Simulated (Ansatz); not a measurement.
# A hypothetical structure for NaRhSO

This structure for NaRhSO is made up. Its elements were placed in a known structure type with a cell scaled to their sizes. What cell does the guess relax to, and how far off was it?

Method: DFT, PBE, plane-wave PAW, files of the set soft_1, scalar-relativistic, no spin, cell and ions relaxed at zero pressure; PAW set soft_1, in the first sound run; inputs show where later runs differ, in Ansatz 0.2.0.

### Step 1. Set-up

It takes space group R3m (No. 160, trigonal). Conventional cell: a = 3.170 Å, b = 3.170 Å, c = 18.734 Å, α = 90.00°, β = 90.00°, γ = 120.00°. Rh has 3 O at 2.15 Å and 3 S at 2.22 Å nearest. Nearest to S lie 3 Rh at 2.22 Å and 3 Na at 2.48 Å. Na has 1 O at 2.19 Å and 3 S at 2.48 Å nearest. Nearest to O lie 3 Rh at 2.15 Å and 1 Na at 2.19 Å. Farther neighbours and most contacts between anions are not listed.

### Step 2. Relaxation of the guess

The guess takes its coordinates from another compound and its volume from a rule, so the cell and any free coordinates are relaxed together.

File input.yaml:

```yaml
crystal:
  lattice:
    - [1.585, 0.915100177, 6.244666667]
    - [-1.585, 0.915100177, 6.244666667]
    - [0.0, -1.830200353, 6.244666667]
  atoms:
    - { symbol: Rh, position: [0.9992, 0.9992, 0.9992] }
    - { symbol: S, position: [0.732966667, 0.732966667, 0.732966667] }
    - { symbol: Na, position: [0.1553, 0.1553, 0.1553] }
    - { symbol: O, position: [0.2721, 0.2721, 0.2721] }
kpoints:
  mp_grid: { grid: [10, 10, 10] }
scf:
  occupations: { method: fermi_dirac, width: 0.05 }
hamiltonian:
  xc: pbe
  pseudopotentials: { kind: paw, azcp: { folder: soft_1 } }
relax:
  f_tol: 0.015
  max_steps: 70
  cell: {}
output:
  forces: true
  stress: true
```

Started as:

```bash
> ansatz run input.yaml --threads 4 --pin off --max-ram 8192MiB --backend cpu --events-out ev --progress --plain --runs-dir out
```

Numbers of over 12 decimals in the logs are rounded to 6 here.

What it wrote:

```text
basis.fft_grid_basis auto: the FFT boxes are laid along the combinations [[1, 0, -1], [0, 1, -1], [0, 0, 1]] of the cell's own vectors, 3.170, 3.170 and 6.507 Å long. The dense box has 24×24×45 points. Along the cell's own vectors, as sized, it would have 45×45×45, 3.52 times as many. Of the 6 symmetry operations that the crystal satisfies within crystal.symmetry.tolerance (time reversal apart; of a slab, those that  [...]
Engine: ansatz 0.2.0, x86_64-unknown-linux-gnu
Pseudopotentials: kind: paw
Pseudopotential: Rh, paw, valence charge 17, recommended cutoff 420 eV (normal), soft_1/Rh.paw.azcp
Pseudopotential: S, paw, valence charge 6, recommended cutoff 420 eV (normal), soft_1/S.paw.azcp
Pseudopotential: Na, paw, valence charge 9, recommended cutoff 420 eV (normal), soft_1/Na.paw.azcp
Pseudopotential: O, paw, valence charge 6, recommended cutoff 420 eV (normal), soft_1/O.paw.azcp
Functional definition: PBE
  parameter kappa = 0.804
  parameter beta = 0.066725
  exchange = pbe_x(kappa = kappa, mu = beta*pi^2/3)
  correlation = pbe_c(beta = beta)
Crystal: 4 atoms, lattice volume = 54.345 Å³
Basis set: ecut = 420 eV, 1041 PW (Γ), FFT grids on a1−a3, a2−a3, a3, exchange–correlation on 48×48×90 points (8 copies of the dense FFT grid, shifted against one another)
Bands: 23, of which v1, the nominal top of the filled ones, is band 19 counted from 1 (18 counted from 0)
Symmetry: 6 space group operations
Space group: R3m (ITA 160), of the structure as read, at distance tolerance 3.8e-5 Å
k-points: 116 of 1000 (time reversal used)
Non-local potential: Rh, projectors of the file, l = 0: 3, l = 1: 2, l = 2: 2, l = 3: 1
Non-local potential: S, projectors of the file, l = 0: 2, l = 1: 2, l = 2: 1
Non-local potential: Na, projectors of the file, l = 0: 3, l = 1: 2, l = 2: 1
Non-local potential: O, projectors of the file, l = 0: 2, l = 1: 2, l = 2: 1
PAW form: soft (Blöchl's): semilocal exchange-correlation on the pseudo side does not see the compensation charge
PAW one-centre angular grid: Rh, 590 points (default); XC on 64 Gauss nodes
PAW one-centre angular grid: S, 110 points (default); XC on 64 Gauss nodes
PAW one-centre angular grid: Na, 110 points (default); XC on 64 Gauss nodes
PAW one-centre angular grid: O, 110 points (default); XC on 64 Gauss nodes
Initial density: superposition of atomic densities (chi_scale 0.1, normalization cell, long waves kept (reshape's long-wave potential 0.30 eV rms))
Initial wavefunctions: pseudopotential atomic-orbital guess
Functional: x = pbe(κ = 0.804, μ = 0.219515), c = pbe(β = 0.066725)
SCF iter   1: F=—  HF=-9363.709550 eV  |F-HF|=—  |Δ(HF+E_count)|=         —  Δρ=1.56e-1  dr2=3.59e1  ethr=3.10e-3  ⟨swp⟩=6.9  Hψ=13529  notcnv=0
preconditioner: auto → Kerker (q_TF=auto, 2.570 Å⁻¹)  [metal: Δε(μ)=0.045 eV  Ē_g=8.820 eV  σ=0.050 eV  W_gap=0.22  n_scr=16 (ndim 8)  ℏωp=23.6 eV  f_vac=0.008  D(μ)=1.84/eV (n_scr^D=16)]
SCF iter   2: F=—  HF=-9360.300967 eV  |F-HF|=—  |Δ(HF+E_count)|=    3.41e0  Δρ=7.54e-2  dr2=1.02e1  ethr=3.10e-3  ⟨swp⟩=3.0  Hψ=6410  notcnv=0
preconditioner: auto → none  [insulator: Δε(μ)=0.323 eV  Ē_g=8.940 eV  σ=0.050 eV  W_gap=0.92  n_scr=16 (ndim 8)  ℏωp=23.6 eV  f_vac=0.013 (ignored in choosing the arm: the first look at the density read no void)  D(μ)=0.17/eV (n_scr^D=0)  ε∞_Penn≈8.0]
SCF iter   3: F=—  HF=-9358.705458 eV  |F-HF|=—  |Δ(HF+E_count)|=    1.60e0  Δρ=2.43e-2  dr2=5.14e-1  ethr=3.10e-3  ⟨swp⟩=3.3  Hψ=6147  notcnv=0
SCF iter   4: F=—  HF=-9358.569841 eV  |F-HF|=—  |Δ(HF+E_count)|=   1.36e-1  Δρ=7.02e-3  dr2=2.41e-2  ethr=1.35e-3  ⟨swp⟩=3.0  Hψ=5335  notcnv=0
SCF iter   5: F=—  HF=-9358.565407 eV  |F-HF|=—  |Δ(HF+E_count)|=   4.43e-3  Δρ=1.86e-3  dr2=1.41e-3  ethr=6.34e-5  ⟨swp⟩=2.1  Hψ=4435  notcnv=0
SCF iter   6: F=—  HF=-9358.565620 eV  |F-HF|=—  |Δ(HF+E_count)|=   2.13e-4  Δρ=6.49e-4  dr2=4.04e-4  ethr=3.72e-6  ⟨swp⟩=2.5  Hψ=4334  notcnv=0
SCF iter   7: F=—  HF=-9358.565579 eV  |F-HF|=—  |Δ(HF+E_count)|=   4.12e-5  Δρ=2.48e-4  dr2=2.27e-5  ethr=1.06e-6  ⟨swp⟩=2.0  Hψ=3712  notcnv=0
SCF iter   8: F=—  HF=-9358.565384 eV  |F-HF|=—  |Δ(HF+E_count)|=   1.95e-4  Δρ=5.93e-5  dr2=3.19e-6  ethr=5.97e-8  ⟨swp⟩=2.0  Hψ=4147  notcnv=0
SCF iter   9: F=-9358.565384 eV  HF=-9358.565384 eV  |F-HF|=1.77e-8  |Δ(HF+E_count)|=   3.85e-7  Δρ=9.37e-6  dr2=3.89e-8  ethr=2.63e-10  ⟨swp⟩=4.0  Hψ=12362  notcnv=0
SCF 1 converged in 9 iterations: F = -9358.565384 eV  dr2 = 3.89e-8
  greatest PAW one-centre occupation: 1.000 electrons in one spin orbital (limit 2), on the Rh atom at site 0 (counted from 0), in its partial waves of l = 0
relax step   1: F+E_penalty+E_count = -9358.56538395 eV  Δ(F+E_penalty+E_count) = +0.000e0 eV  max|allowed force component| = 2.091e0 eV/Å  Δτ_max = 0.0000 Å  P = +19.603 GPa  Ω = 54.345 Å³  (9 SCF iters, dr2 threshold 1.00e-7 eV, accepted)
Crystal: 4 atoms, lattice volume = 59.457 Å³
Basis set: ecut = 420 eV, 1209 PW (Γ), FFT grids on a1−a3, a2−a3, a3, exchange–correlation on 48×48×90 points (8 copies of the dense FFT grid, shifted against one another)
Initial density: handed on by an earlier stage of this run
Initial wavefunctions: those handed on with the density
iter 1 solved again at ethr=1.45e-3 eV; its pass at ethr=3.10e-3 eV (dr2=5.51e-1 eV) is discarded
SCF iter   1: F=—  HF=-9359.282385 eV  |F-HF|=—  |Δ(HF+E_count)|=         —  Δρ=2.14e-2  dr2=5.55e-1  ethr=1.45e-3  ⟨swp⟩=1.0  Hψ=17280  notcnv=0
preconditioner: auto → none  [insulator: Δε(μ)=1.145 eV  Ē_g=13.048 eV  σ=0.050 eV  W_gap=1.00  n_scr=16 (ndim 8)  ℏωp=25.5 eV  f_vac=0.137  D(μ)=0.00/eV (n_scr^D=0)  ε∞_Penn≈4.8]
SCF iter   2: F=—  HF=-9359.522225 eV  |F-HF|=—  |Δ(HF+E_count)|=   2.40e-1  Δρ=3.98e-2  dr2=2.09e0  ethr=1.45e-3  ⟨swp⟩=4.3  Hψ=6730  notcnv=0  recentre
SCF iter   3: F=—  HF=-9359.199342 eV  |F-HF|=—  |Δ(HF+E_count)|=   3.23e-1  Δρ=8.78e-3  dr2=3.00e-2  ethr=1.45e-3  ⟨swp⟩=3.1  Hψ=5082  notcnv=0
SCF iter   4: F=—  HF=-9359.197954 eV  |F-HF|=—  |Δ(HF+E_count)|=   1.39e-3  Δρ=5.78e-3  dr2=1.29e-2  ethr=7.90e-5  ⟨swp⟩=2.5  Hψ=4676  notcnv=0
SCF iter   5: F=—  HF=-9359.197239 eV  |F-HF|=—  |Δ(HF+E_count)|=   7.15e-4  Δρ=1.72e-3  dr2=6.52e-4  ethr=3.40e-5  ⟨swp⟩=2.1  Hψ=3575  notcnv=0
SCF iter   6: F=—  HF=-9359.197388 eV  |F-HF|=—  |Δ(HF+E_count)|=   1.49e-4  Δρ=5.32e-4  dr2=1.29e-4  ethr=1.72e-6  ⟨swp⟩=2.1  Hψ=3864  notcnv=0
SCF iter   7: F=—  HF=-9359.197430 eV  |F-HF|=—  |Δ(HF+E_count)|=   4.18e-5  Δρ=2.01e-4  dr2=2.66e-5  ethr=3.39e-7  ⟨swp⟩=2.0  Hψ=3950  notcnv=0
[...]
SCF iter   3: F=—  HF=-9359.365814 eV  |F-HF|=—  |Δ(HF+E_count)|=   1.23e-1  Δρ=5.66e-3  dr2=1.48e-2  ethr=6.07e-4  ⟨swp⟩=3.1  Hψ=4982  notcnv=0
SCF iter   4: F=—  HF=-9359.365010 eV  |F-HF|=—  |Δ(HF+E_count)|=   8.05e-4  Δρ=4.14e-3  dr2=9.82e-3  ethr=3.90e-5  ⟨swp⟩=2.1  Hψ=4186  notcnv=0
SCF iter   5: F=—  HF=-9359.363853 eV  |F-HF|=—  |Δ(HF+E_count)|=   1.16e-3  Δρ=1.03e-3  dr2=2.14e-4  ethr=2.58e-5  ⟨swp⟩=2.3  Hψ=3378  notcnv=0
SCF iter   6: F=—  HF=-9359.364138 eV  |F-HF|=—  |Δ(HF+E_count)|=   2.85e-4  Δρ=2.77e-4  dr2=5.62e-5  ethr=5.64e-7  ⟨swp⟩=2.0  Hψ=4286  notcnv=0
SCF iter   7: F=—  HF=-9359.364133 eV  |F-HF|=—  |Δ(HF+E_count)|=   4.81e-6  Δρ=6.92e-5  dr2=2.40e-6  ethr=1.48e-7  ⟨swp⟩=2.3  Hψ=3367  notcnv=0
SCF iter   8: F=-9359.364134 eV  HF=-9359.364134 eV  |F-HF|=1.13e-7  |Δ(HF+E_count)|=   4.09e-7  Δρ=2.12e-5  dr2=2.81e-7  ethr=1.05e-9  ⟨swp⟩=5.2  Hψ=10211  notcnv=0
SCF 3 converged in 8 iterations: F = -9359.364134 eV  dr2 = 2.81e-7
relax step   3: F+E_penalty+E_count = -9359.36413360 eV  Δ(F+E_penalty+E_count) = -1.667e-1 eV  max|allowed force component| = 5.224e-1 eV/Å  Δτ_max = 0.0705 Å  P = +0.904 GPa  Ω = 62.842 Å³  energy of the carried Pulay correction = -9.522e-3 eV  (8 SCF iters, dr2 threshold 4.00e-7 eV, accepted)
[... from here on, the SCF cycles and remarks between the steps are left out ...]
relax step   4: F+E_penalty+E_count = -9359.38778683 eV  Δ(F+E_penalty+E_count) = -2.365e-2 eV  max|allowed force component| = 1.780e-1 eV/Å  Δτ_max = 0.0371 Å  P = -0.093 GPa  Ω = 63.892 Å³  energy of the carried Pulay correction = -1.060e-2 eV  (7 SCF iters, dr2 threshold 4.00e-7 eV, accepted)
relax step   5: F+E_penalty+E_count = -9359.38957300 eV  Δ(F+E_penalty+E_count) = -1.786e-3 eV  max|allowed force component| = 1.593e-1 eV/Å  Δτ_max = 0.0241 Å  P = +0.232 GPa  Ω = 63.947 Å³  energy of the carried Pulay correction = -1.066e-2 eV  (7 SCF iters, dr2 threshold 4.00e-7 eV, accepted)
relax step   6: F+E_penalty+E_count = -9359.39062336 eV  Δ(F+E_penalty+E_count) = -1.050e-3 eV  max|allowed force component| = 5.081e-3 eV/Å  Δτ_max = 0.0069 Å  P = +0.067 GPa  Ω = 64.022 Å³  energy of the carried Pulay correction = -1.074e-2 eV  (5 SCF iters, dr2 threshold 4.00e-7 eV, accepted)
relax step   7: F+E_penalty+E_count = -9359.39059547 eV  Δ(F+E_penalty+E_count) = +2.788e-5 eV  max|allowed force component| = 2.056e-3 eV/Å  Δτ_max = 0.0004 Å  P = +0.004 GPa  Ω = 64.060 Å³  energy of the carried Pulay correction = -1.078e-2 eV  (6 SCF iters, dr2 threshold 1.44e-8 eV, accepted)
relax step   8: F+E_penalty+E_count = -9359.41799629 eV  Δ(F+E_penalty+E_count) = -2.740e-2 eV  max|allowed force component| = 3.785e-3 eV/Å  Δτ_max = 0.0000 Å  P = +0.564 GPa  Ω = 64.060 Å³  stress off target by 7.05e-1 GPa  SCF on the basis re-selected at this cell (its energy is not comparable with the rows above)  (11 SCF iters)
relax step   9: F+E_penalty+E_count = -9359.41855666 eV  Δ(F+E_penalty+E_count) = -5.604e-4 eV  max|allowed force component| = 1.673e-2 eV/Å  Δτ_max = 0.0048 Å  P = +0.009 GPa  Ω = 64.481 Å³  energy of the carried Pulay correction = -3.962e-4 eV  (6 SCF iters, dr2 threshold 4.00e-7 eV, accepted)
relax step  10: F+E_penalty+E_count = -9359.41858008 eV  Δ(F+E_penalty+E_count) = -2.342e-5 eV  max|allowed force component| = 1.471e-3 eV/Å  Δτ_max = 0.0011 Å  P = +0.000 GPa  Ω = 64.479 Å³  energy of the carried Pulay correction = -3.929e-4 eV  (6 SCF iters, dr2 threshold 1.75e-8 eV, accepted)
iter 1 solved again at ethr=8.62e-7 eV; its pass at ethr=3.10e-3 eV (dr2=3.28e-4 eV) is discarded
SCF iter   1: F=—  HF=-9359.415577 eV  |F-HF|=—  |Δ(HF+E_count)|=         —  Δρ=4.24e-4  dr2=7.77e-6  ethr=8.62e-7  ⟨swp⟩=3.7  Hψ=20199  notcnv=0
preconditioner: auto → Resta (q_TF=auto, 2.498 Å⁻¹)  ε∞=4.7  [insulator: Δε(μ)=0.938 eV  Ē_g=12.728 eV  σ=0.050 eV  W_gap=1.00  n_scr=22 (ndim 8)  ℏωp=24.5 eV  f_vac=0.152  D(μ)=0.00/eV (n_scr^D=0)  ε∞_Penn≈4.7]
SCF iter   2: F=—  HF=-9359.418117 eV  |F-HF|=—  |Δ(HF+E_count)|=   2.54e-3  Δρ=2.19e-4  dr2=2.52e-6  ethr=2.05e-8  ⟨swp⟩=2.1  Hψ=4764  notcnv=0
SCF iter   3: F=—  HF=-9359.418699 eV  |F-HF|=—  |Δ(HF+E_count)|=   5.82e-4  Δρ=1.24e-4  dr2=7.96e-7  ethr=6.64e-9  ⟨swp⟩=2.0  Hψ=3940  notcnv=0
SCF iter   4: F=—  HF=-9359.418916 eV  |F-HF|=—  |Δ(HF+E_count)|=   2.17e-4  Δρ=5.91e-5  dr2=3.44e-7  ethr=2.09e-9  ⟨swp⟩=2.0  Hψ=3714  notcnv=0
SCF iter   5: F=—  HF=-9359.418970 eV  |F-HF|=—  |Δ(HF+E_count)|=   5.46e-5  Δρ=1.60e-5  dr2=1.07e-7  ethr=9.05e-10  ⟨swp⟩=2.0  Hψ=3716  notcnv=0
SCF iter   6: F=—  HF=-9359.418974 eV  |F-HF|=—  |Δ(HF+E_count)|=   3.24e-6  Δρ=3.80e-6  dr2=1.29e-8  ethr=2.82e-10  ⟨swp⟩=2.1  Hψ=3235  notcnv=0
SCF iter   7: F=—  HF=-9359.418974 eV  |F-HF|=—  |Δ(HF+E_count)|=   1.42e-7  Δρ=9.38e-7  dr2=1.21e-9  ethr=3.40e-11  ⟨swp⟩=2.0  Hψ=3696  notcnv=0
SCF iter   8: F=—  HF=-9359.418974 eV  |F-HF|=—  |Δ(HF+E_count)|=   1.38e-9  Δρ=3.22e-7  dr2=9.25e-11  ethr=3.18e-12  ⟨swp⟩=2.0  Hψ=4278  notcnv=0
SCF iter   9: F=-9359.418974 eV  HF=-9359.418974 eV  |F-HF|=5.46e-12  |Δ(HF+E_count)|=  1.20e-10  Δρ=8.60e-8  dr2=5.18e-12  ethr=1.00e-12  ⟨swp⟩=5.1  Hψ=10584  notcnv=0
SCF 11 converged in 9 iterations: F = -9359.418974 eV  dr2 = 5.18e-12
relax step  11: F+E_penalty+E_count = -9359.41897384 eV  Δ(F+E_penalty+E_count) = -3.938e-4 eV  max|allowed force component| = 1.509e-3 eV/Å  Δτ_max = 0.0000 Å  P = -0.001 GPa  Ω = 64.479 Å³  stress off target by 3.36e-3 GPa  SCF on the basis re-selected at this cell (its energy is not comparable with the rows above)  (9 SCF iters)
basis re-selected at this cell: Δ(F+E_penalty+E_count) = -3.938e-4 eV, ΔP = -0.001 GPa vs the last step (what re-selecting the basis moved, of the pressure what is left beyond the Pulay correction that the steps carried, after the strain that the cell walked since its last selection, with what the two solves' SCF thresholds leave and, on support functions, any second-order correction that the steps lacked; it is no m [...]
SCF converged after 9 iterations
Free energy (F): -9359.418974 eV
Harris-Foulkes:  -9359.418974 eV  (|F-HF|=5.46e-12)
Internal energy: -9359.418969 eV  (E = F + TS)
E sigma→0 (E₀):  -9359.418971 eV
Entropy (-TS):   -0.000005 eV (-0.001 meV/atom)
Fermi energy:    8.872803 eV
--- Per-component energies (eV) ---
  E_band       = -473.007312
  E_kinetic    = 923.793905
  E_local      = -4757.782752  (includes V_loc(G=0)·N_el)
  E_nonlocal   = 663.559956
  E_hartree    = 1805.278653
  E_xc         = -399.266342
  E_vxc        = -474.787189  (∫ρ·V_xc dr)
  E_paw        = -4666.623229  (= ΣΔE_a)
  E_vpaw       = -438.349616  (= ΣTr[D̂ρ^β])
  E_aug_tail   = 0.000975  (compensation charges beyond the density's cutoff)
  E_ewald      = -2928.380136
  E_smearing   = -0.000005  (= −TS)
  E_closure    = 0.000000  (closes the sum)
  Σ components = -9359.418974   (vs F -9359.418974, Δ=0.00e0)
--- Forces (eV/Å), atoms counted from 1 ---
  atom   1  Rh    -0.00000000     0.00000000     0.00152580
  atom   2  S      0.00000000    -0.00000000    -0.00033587
  atom   3  Na     0.00000000    -0.00000000    -0.00093822
  atom   4  O     -0.00000000    -0.00000000    -0.00018453
  max |Σ_I F_I| component: 6.72e-5 eV/Å
--- Stress (GPa, compression-positive) ---
        0.000905      -0.000000       0.000000
       -0.000000       0.000905      -0.000000
        0.000000      -0.000000      -0.003364
  P = ⅓ Tr σ = -0.0005 GPa (-0.005 kbar)
--- Relaxed structure (9 steps of the walk, 9 accepted, 2 SCFs on fresh bases) ---
  F+E_penalty+E_count = -9359.41897384 eV   max|allowed force component| = 1.509e-3 eV/Å   (the final SCF, on the basis selected at the relaxed cell)
  cell:  # Å, volume = 64.4794 Å³
    - [1.719783, 0.992917, 6.293362]
    - [-1.719783, 0.992917, 6.293362]
    - [0, -1.985835, 6.293362]
  atoms:
    - { symbol: Rh, position: [0.996995, 0.996995, 0.996995] }
    - { symbol: S, position: [0.722549, 0.722549, 0.722549] }
    - { symbol: Na, position: [0.163213, 0.163213, 0.163213] }
    - { symbol: O, position: [0.276810, 0.276810, 0.276810] }
```

The job ended after 37 s (4 threads of Intel Xeon Platinum 8259CL at 2.50GHz (Skylake/Cascade Lake), shared host; peak memory 0.57 GiB; 2.3 min of CPU time).

This run has no spin polarisation, although Rh can carry a moment.

Relaxation path:

| step | energy less that of the first step (eV) | largest force component (eV/Å) | pressure (GPa) | volume (Å³) |
| --- | --- | --- | --- | --- |
| 1 | 0.0000 | 2.0912 | 19.60 | 54.34 |
| 2 | -0.6320 | 1.0399 | 6.43 | 59.46 |
| 3 | -0.7987 | 0.5224 | 0.90 | 62.84 |
| 4 | -0.8224 | 0.1780 | -0.09 | 63.89 |
| 5 | -0.8242 | 0.1593 | 0.23 | 63.95 |
| 6 | -0.8252 | 0.0051 | 0.07 | 64.02 |
| 7 | -0.8252 | 0.0021 | 0.00 | 64.06 |
| 8* | -0.8526 | 0.0038 | 0.56 | 64.06 |
| 9 | -0.8532 | 0.0167 | 0.01 | 64.48 |
| 10 | -0.8532 | 0.0015 | 0.00 | 64.48 |
| 11* | -0.8536 | 0.0015 | 0.00 | 64.48 |

Relaxation steps marked * repeat the geometry before them on a plane-wave basis chosen anew for their cell, so energy and pressure can jump there.

Forces are held to the 6 operations that the run works with; a distortion that breaks them can't arise in this run.

| conventional cell, symmetrised | before | after | change |
| --- | --- | --- | --- |
| a (Å) | 3.170 | 3.440 | +8.5 % |
| b (Å) | 3.170 | 3.440 | +8.5 % |
| c (Å) | 18.734 | 18.880 | +0.8 % |
| volume (Å³/atom) | 13.59 | 16.12 | +18.6 % |

The atoms that moved most (Å, as changes of fractional coordinates times the final cell):

```csv
atom,dx,dy,dz,length
S2,0.000,0.000,-0.197,0.197
Na3,0.000,0.000,0.149,0.149
O4,0.000,0.000,0.089,0.089
Rh1,0.000,0.000,-0.042,0.042
```

The relaxed structure:

```xyz
4
Lattice="1.7198 0.9929 6.2934 -1.7198 0.9929 6.2934 0.0000 -1.9858 6.2934" Properties=species:S:1:pos:R:3 pbc="T T T"
Rh    0.0000    0.0000   18.8234
S     0.0000    0.0000   13.6418
Na    0.0000    0.0000    3.0815
O     0.0000    0.0000    5.2262
```

This step gave:

```yaml
free_energy: -9359.4190 eV
fermi_energy: 8.873 eV
gap_by_band_count: 0.9351 eV
electrons: 38
symmetry_operations: 6
pressure: -5.18e-4 GPa
```

The shortest distance of each pair, which need not be the same contact before and after:

```csv
pair,guess (Å),relaxed (Å)
Na–O,2.188,2.145
O–Rh,2.152,2.228
Rh–S,2.220,2.276
Na–S,2.476,2.837
O–S,3.010,2.906
```

The relaxation ends with a largest force component of 0.0015 eV/Å and a pressure of 0.00 GPa.

(Part 1 of 2 ends here.)

[Logs are printed without paths, hosts, clocks, repeated set-up lines and the standing remarks that a program may print on its own settings, such as how far it seeks lower states.]

[Hosts, paths, dates, database ids (printed as entryN), source tags and the programs' standing remarks are cut or masked in the printed files.]
